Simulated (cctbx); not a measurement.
# Symmetry from intensities

Cell: a = 4.4300 Å, b = 4.4300 Å, c = 10.6940 Å, α = 90.00°, β = 90.00°, γ = 90.00°. Expected content of the cell: Pb2 Ir2 Yb2 Si4.

The data are simulated with cctbx, not measured: Mo Kα, λ = 0.71073 Å, to d = 0.65 Å, 80 % of the full sphere, strongest reflection 5000 counts, noise from counting, a 4 % proportional error and a noise floor of 4 counts (s.d.); no absorption.

A first pass over the reflections prints:

```text
2567 reflections to d = 0.652 A
centring   violations  <I/sigma> of those
    A        889 of  1297      9.1
    B        890 of  1306      9.0
    C        701 of  1315      6.4
    I        806 of  1271      7.3
    R       1104 of  1701      8.4
    F       1240 of  1959      8.2
Laue class    unique    Rint  (classes that these axes allow; Friedel mates merged)
P -1             1538   0.041
P 1 2/m 1         881   0.046
P 1 1 2/m         843   0.047
P 2/m 1 1         882   0.046
P m m m           511   0.050
P 4/m             430   0.051
P 4/m m m         291   0.053
space group    extra absences  I>4sigma  <I/sigma>
P 4 2 2                 0          0         -  acentric
P 4 21 2               10          0       0.1  acentric
P 4 m m                 0          0         -  acentric
P -4 2 m                0          0         -  acentric
P -4 21 m              10          0       0.1  acentric
P -4 m 2                0          0         -  acentric
P 4/m m m               0          0         -  centric
P 4/n m m :1           62          0       0.2  centric
P 4/n m m :2           62          0       0.2  centric
Wilson B = 0.70 A^2   <|E^2-1|> = 0.806 (0.968 centric, 0.736 acentric)   E^2>4: 0.4 %
shell (A)         n   <I/sigma>
10.70 - 1.30     50     27.6
 1.30 - 1.03     37     23.8
 1.03 - 0.90     33     26.0
 0.90 - 0.82     38     22.8
 0.82 - 0.76     32     22.7
 0.76 - 0.72     35     23.9
 0.72 - 0.68     34     16.7
 0.68 - 0.65     32     19.8
```

**Question.** What are the lattice type, the Laue class and the likely space group?

Every centring test has many violations, so the lattice is primitive.

Rint stays low (0.041 to 0.053) up to P 4/m m m, the highest class in these axes.

9 settings pass the absence test. The most absences obeyed, 62, belong to P 4/n m m alone.

⟨|E²−1|⟩ = 0.806 lies between the two ideal values. The Wilson B of 0.70 Å² means U ≈ 0.0089 Å².

The true group is P4/nmm (no. 129, origin choice 1), Laue class 4/mmm, centrosymmetric. The tables fix it.

This is a model crystal, built by substitution and not relaxed, with assumed displacement parameters.

[Logs are printed without paths, hosts, clocks, repeated set-up lines and the standing remarks that a program may print on its own settings, such as how far it seeks lower states.]
